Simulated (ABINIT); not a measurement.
# A GW chain in ABINIT: PbO (P4/nmm), part 3 of 3

Wanted: ground state, empty states, screening and self-energy for PbO (P4/nmm).

ABINIT 10.8.3; PBE and many-body steps on it, plane waves. Known limits of the many-body steps: not at the basis limit; no spin-orbit coupling; coarse k mesh.

So far. Step 3 (Bands along the symmetry lines): The gap is 1.116 eV, −0.001 eV from the run before at this level. Step 4 (Empty states on the mesh, 4×4×2 mesh, 111 bands): On this mesh the gap is 1.117 eV.

The database entry behind the starting cell differs from later determinations by our own check (c about 1 % long), so it need not match the best structure at ambient conditions.

## (5) Screening, 4×4×2 mesh, 101 bands, screening to 106.1 eV

The RPA dielectric matrix is built and inverted for each q.

This step: RPA screening on PBE, plane waves, norm-conserving pseudopotentials.

Contents of run.abi:

```
acell 3*1.0 Angstrom
rprim 
  3.960000000000 0.000000000000 0.000000000000
  0.000000000000 3.960000000000 0.000000000000
  0.000000000000 0.000000000000 5.070000000000
ntypat 2
znucl 82 8
natom 4
typat 1 1 2 2
xred 
  0.000000000000 0.500000000000 0.239357705921
  0.500000000000 0.000000000000 0.760642294079
  -0.000000000000 0.000000000000 0.000000000000
  0.500000000000 0.500000000000 0.000000000000
pp_dirpath "pseudos"
pseudos "Pb.upf, O.upf"
ecut 42
ngkpt 4 4 2
nshiftk 1
shiftk 0 0 0
kptopt 1
chksymbreak 0
istwfk *1
occopt 1
irdwfk 1
optdriver 3
nband 101
ecuteps 3.9
inclvkb 2
awtr 1
symchi 1
indata_prefix "in"
outdata_prefix "out"
tmpdata_prefix "tmp"
```

Started as:

```
> OMP_NUM_THREADS=1 mpirun -n 8 abinit run.abi > log
```

Numbers of over 12 decimals in the logs are rounded to 6 here.

Output:

```text
.Version 10.8.3 of ABINIT. v10.8.2 released Aug 2026.

 Symmetries : space group P4/n m m (#129); Bravais tP (primitive tetrag.)
[... echo of the input left out ...]
== DATASET  1 ==================================================================
-   mpi_nproc: 8, omp_nthreads: 1 (-1 if OMP is not activated)

--- !DatasetInfo
iteration_state: {dtset: 1, }
dimensions: {natom: 4, nkpt: 12, mband: 101, nsppol: 1, nspinor: 1, nspden: 1, mpw: 7032, }
cutoff_energies: {ecut:  42.0, pawecutdg:  -1.0, }
electrons: {nelect:   5.60000000E+01, charge:   0.00000000E+00, occopt:   1.00000000E+00, tsmear:   1.00000000E-02, }

 SCREENING: Calculation of the susceptibility and dielectric matrices

 Based on a program developped by R.W. Godby, V. Olevano, G. Onida, and L. Reining.
 Incorporated in ABINIT by V. Olevano, G.-M. Rignanese, and M. Torrent.
.Using double precision arithmetic ; gwpc =  8

[... cell and pseudopotentials left out ...]
--------------------------------------------------------------------------------

 ==== K-mesh for the wavefunctions ====
 Number of points in the irreducible wedge :    12
[... list of points left out ...]
 Together with 16 symmetry operations and time-reversal symmetry
 yields    32 points in the full Brillouin Zone.

 ==== Q-mesh for the screening function ====
 Number of points in the irreducible wedge :    12
[... list of points left out ...]
 Together with 16 symmetry operations and time-reversal symmetry
 yields    32 points in the full Brillouin Zone.

 setmesh: FFT mesh size selected  =    30x   30x   40
          total number of points  =        36000

 vcoul_init : cutoff-mode = AUXILIARY_FUNCTION
 q-points for optical limit:   1
     1)      0.000010    0.000020    0.000030

- screening: taking advantage of time-reversal symmetry
- Maximum band index for partially occupied states nbvw = 28
- Remaining bands to be divided among processors   nbcw = 73
- Number of bands treated by each node ~9

 Number of electrons calculated from density =   56.0000; Expected =   56.0000
 average of density, n =  0.104374
 r_s =    1.3176
 omega_plasma =   31.1639 [eV]

 calculating chi0 at frequencies [eV] :
  1    0.000000E+00    0.000000E+00
  2    0.000000E+00    3.116392E+01

--------------------------------------------------------------------------------
  q-point number  1        q = ( 0.000000, 0.000000, 0.000000) [r.l.u.]
--------------------------------------------------------------------------------
[... chi0 elements left out ...]
 For q-point:  0.000010 0.000020 0.000030
  dielectric constant =   6.4856
  dielectric constant without local fields =   7.3271

  Average fulfillment of the sum rule on Im[epsilon] for q-point    1 :     51.67  [%]
[... wings left out ...]
  q-point number  2        q = ( 0.250000, 0.000000, 0.000000) [r.l.u.]
--------------------------------------------------------------------------------
[... chi0 elements left out ...]
  Average fulfillment of the sum rule on Im[epsilon] for q-point    2 :     66.97  [%]

 [... 10 further q-points ...]
```

It took 27 s on 8 MPI ranks of AMD EPYC 9R45, shared host; peak memory 3.1 GiB; 3.6 min of CPU time.

Numbers from this step:

| Quantity | Value |
| --- | --- |
| ε∞ with local fields, on this mesh, along the program's q direction | 6.486 |
| the same without local fields | 7.327 |
| plasma frequency | 31.16 eV |
| plane waves in the screening matrix | 213 |

Local fields lower ε∞ by 11 %. On a Γ-centred mesh this coarse the value itself is usually too large, while a short band sum pulls it down.

## (6) Self-energy, 4×4×2 mesh, 101 bands, screening to 106.1 eV

The self-energy is evaluated for the states that the input lists, and the levels follow from it, in one-shot runs by the linearised quasiparticle equation.

This step: G0W0 on PBE, plane waves, norm-conserving pseudopotentials.

run.abi: that of step 5 with these lines changed.

```diff
@@ -25,8 +25,17 @@
 irdwfk 1
-optdriver 3
+optdriver 4
 nband 101
+gwcalctyp 0
+ecutsigx 42
+symsigma 1
+nkptgw 2
+kptgw 
+  0.0000000000 0.0000000000 0.0000000000
+  0.5000000000 0.5000000000 0.0000000000
+bdgw 
+  26 30
+  27 30
 ecuteps 3.9
-inclvkb 2
-awtr 1
-symchi 1
+irdscr 1
+ppmodel 1
 indata_prefix "in"
```

Output:

```text
.Version 10.8.3 of ABINIT. v10.8.2 released Aug 2026.

 Symmetries : space group P4/n m m (#129); Bravais tP (primitive tetrag.)
[... echo of the input left out ...]
== DATASET  1 ==================================================================
-   mpi_nproc: 8, omp_nthreads: 1 (-1 if OMP is not activated)

--- !DatasetInfo
iteration_state: {dtset: 1, }
dimensions: {natom: 4, nkpt: 12, mband: 101, nsppol: 1, nspinor: 1, nspden: 1, mpw: 7032, }
cutoff_energies: {ecut:  42.0, pawecutdg:  -1.0, }
electrons: {nelect:   5.60000000E+01, charge:   0.00000000E+00, occopt:   1.00000000E+00, tsmear:   1.00000000E-02, }

 SIGMA: Calculation of the GW corrections

 Based on a program developped by R.W. Godby, V. Olevano, G. Onida, and L. Reining.
 Incorporated in ABINIT by V. Olevano, G.-M. Rignanese, and M. Torrent.
.Using double precision arithmetic ; gwpc =  8

[... cell and pseudopotentials left out ...]
--------------------------------------------------------------------------------

 ==== K-mesh for the wavefunctions ====
 Number of points in the irreducible wedge :    12
[... list of points left out ...]
 Together with 16 symmetry operations and time-reversal symmetry
 yields    32 points in the full Brillouin Zone.

 ==== Q-mesh for screening function ====
 Number of points in the irreducible wedge :    12
[... list of points left out ...]
 Together with 16 symmetry operations and time-reversal symmetry
 yields    32 points in the full Brillouin Zone.

 vcoul_init : cutoff-mode = AUXILIARY_FUNCTION
 q-points for optical limit:   1
     1)      0.000010    0.000020    0.000030
 setmesh: FFT mesh size selected  =    48x   48x   60
          total number of points  =       138240

 Number of electrons calculated from density =   56.0000; Expected =   56.0000
 average of density, n =  0.104374
 r_s =    1.3176
 omega_plasma =   31.1639 [eV]

 === KS Band Gaps ===
  >>>> For spin  1
   Minimum direct gap =   2.0982 [eV], located at k-point      :   0.5000  0.5000  0.0000
   Fundamental gap    =   1.1167 [eV], Top of valence bands at :   0.0000  0.0000  0.0000
                                       Bottom of conduction at :   0.5000  0.5000  0.0000
 SIGMA fundamental parameters:
 PLASMON POLE MODEL  1
 number of plane-waves for SigmaX                 6975
 number of plane-waves for SigmaC and W            213
 number of plane-waves for wavefunctions          6975
 number of bands                                   101
 number of independent spin polarizations            1
 number of spinorial components                      1
 number of k-points in IBZ                          12
 number of q-points in IBZ                          12
 number of symmetry operations                      16
 number of k-points in BZ                           32
 number of q-points in BZ                           32
 number of frequencies for dSigma/dE                 9
 frequency step for dSigma/dE [eV]                0.25
 number of omega for Sigma on real axis              0
 max omega for Sigma on real axis  [eV]           0.00
 zcut for avoiding poles [eV]                     0.10

 EPSILON^-1 parameters (SCR file):
 dimension of the eps^-1 matrix on file            213
 dimension of the eps^-1 matrix used               213
 number of plane-waves for wavefunctions          6975
 number of bands                                   101
 number of q-points in IBZ                          12
 number of frequencies                               2
 number of real frequencies                          1
 number of imag frequencies                          1

 matrix elements of self-energy operator (all in [eV])

 Perturbative Calculation

--- !SelfEnergy_ee
iteration_state: {dtset: 1, }
kpoint     : [   0.000,    0.000,    0.000, ]
spin       : 1
KS_gap     :    2.415
QP_gap     :    2.827
Delta_QP_KS:    0.412
data: !SigmaeeData |
     Band     E0 <VxcDFT>   SigX SigC(E0)      Z dSigC/dE  Sig(E)    E-E0       E
       26   5.518 -19.674 -24.498   5.105   0.763  -0.311 -19.459   0.215   5.732
       27   5.518 -19.674 -24.498   5.105   0.763  -0.311 -19.459   0.215   5.732
       28   7.101 -18.066 -20.543   2.783   0.793  -0.261 -17.823   0.243   7.344
       29   9.516 -12.430  -8.465  -3.181   0.835  -0.197 -11.775   0.655  10.171
       30  12.639 -11.343  -6.801  -3.695   0.836  -0.196 -10.634   0.709  13.348

--- !SelfEnergy_ee
iteration_state: {dtset: 1, }
kpoint     : [   0.500,    0.500,    0.000, ]
spin       : 1
KS_gap     :    2.098
QP_gap     :    2.021
Delta_QP_KS:   -0.077
data: !SigmaeeData |
     Band     E0 <VxcDFT>   SigX SigC(E0)      Z dSigC/dE  Sig(E)    E-E0       E
       27   6.120 -20.439 -25.099   5.109   0.762  -0.312 -20.097   0.342   6.462
       28   6.120 -20.439 -25.099   5.109   0.762  -0.312 -20.097   0.342   6.462
       29   8.218 -10.090  -6.822  -2.953   0.839  -0.191  -9.825   0.265   8.483
       30   8.218 -10.090  -6.822  -2.953   0.839  -0.191  -9.825   0.265   8.483

== END DATASET(S) ==============================================================
================================================================================

 -outvars: echo values of variables after computation  --------
           etotal      0.0000000000E+00
            nband         101
             nkpt          12
          spgroup         129
 [... the other variables as echoed above ...]

 Calculation completed.
```

Wall time 5.4 s (8 MPI ranks); peak memory 2.2 GiB.

This step gave:

| Quantity | Value |
| --- | --- |
| G0W0 gap on the points computed | 1.139 eV |
| starting gap on the mesh | 1.117 eV |
| k of the valence top | 0, 0, 0 |
| k of the conduction bottom | 0.5, 0.5, 0 |
| Z at the valence top | 0.793 |
| Z at the conduction bottom | 0.839 |
| least direct G0W0 gap on the computed points | 2.021 eV |

The gap on the mesh goes from 1.12 eV to 1.14 eV, a correction of +0.02 eV.

Limits: finite bands, cutoff and mesh; no spin-orbit coupling; coarse k mesh. v1 is the top filled band, c1 the lowest empty one. The levels before and after the correction (eV, zero at the valence-band top of each column):

```csv
,conduction bottom,valence top
Kohn-Sham,1.12,0.00
G0W0,1.14,0.00
```

```csv
,level,energy (eV)
Kohn-Sham,Γ v3-v2,-1.583
Kohn-Sham,Γ v1,0.000
Kohn-Sham,Γ c1,2.415
Kohn-Sham,Γ c2,5.538
Kohn-Sham,(0.5 0.5 0) v2-v1,-0.982
Kohn-Sham,(0.5 0.5 0) c1-c2,1.117
G0W0,Γ v3-v2,-1.612
G0W0,Γ v1,0.000
G0W0,Γ c1,2.827
G0W0,Γ c2,6.004
G0W0,(0.5 0.5 0) v2-v1,-0.882
G0W0,(0.5 0.5 0) c1-c2,1.139
```

## (7) Where the time went

Times are wall times on 8 MPI ranks of AMD EPYC 9R45, shared host, good to a factor of about two.

```csv
step,time,share,memory (GiB)
ground state,26 s,24 %,0.85
bands along the symmetry lines,23 s,21 %,0.89
empty states on the mesh,30 s,27 %,0.8
screening,27 s,24 %,3.1
self-energy,5.4 s,5 %,2.2
```

## (8) Outcome

```json
{
  "PBE gap": "1.12 eV, indirect",
  "G0W0 gap on the mesh": "1.14 eV",
  "GW settings": "4×4×2 mesh, 101 bands, screening to 106.1 eV, Godby-Needs plasmon pole",
  "known limits": "not at the basis limit; no spin-orbit coupling; coarse k mesh"
}
```

G0W0 moves the gap on the mesh from 1.12 eV to 1.14 eV (+0.02 eV), with Z of 0.79 and 0.84 at the edges. Local fields lower the RPA ε∞ on this mesh from 7.33 to 6.49; a Γ-centred mesh this coarse tends to raise both, most where the direct gap is narrow, while a short band sum lowers them. Only 2 of the mesh's irreducible points were corrected, so a valley elsewhere could overtake. Bands and cutoff are finite, so the gap is not at the basis limit. The miss can reach some tenths of an eV and take either sign; the mesh is an error of its own. In the G0W0 run levels were corrected at 2 k points alone, so a gap called «on the mesh» is the least over those, and an edge elsewhere would be missed. The 4×4×2 mesh is coarse for this cell, which bears on the long-range parts of exchange and screening. Where an edge is built on 6p states of lead, bismuth or thallium, scalar-relativistic gaps usually stand too wide, by a few tenths to over one eV. The many-body steps are scalar-relativistic: spin-orbit coupling is not in them.

[Paths, hosts, dates, memory and timing lines, banners, echoed tables and standing remarks are left out of the program output.]

[Logs are printed without paths, hosts, clocks, repeated set-up lines and the standing remarks that a program may print on its own settings, such as how far it seeks lower states.]

[Runs of the session that timed out or met a known fault of the program may be left out.]

[Hosts, paths, dates, database ids (printed as entryN), source tags and the programs' standing remarks are cut or masked in the printed files.]

[G0W0 gaps are taken among the corrected bands and points alone; a level outside them can change the order at an edge.]

[Where Ansatz stands beside ABINIT at settings called matched, ABINIT's density can come from a denser mesh and the files from another edition; pairs whose starting gaps differed by over 0.03 eV were left out, so agreement reads better than it is.]
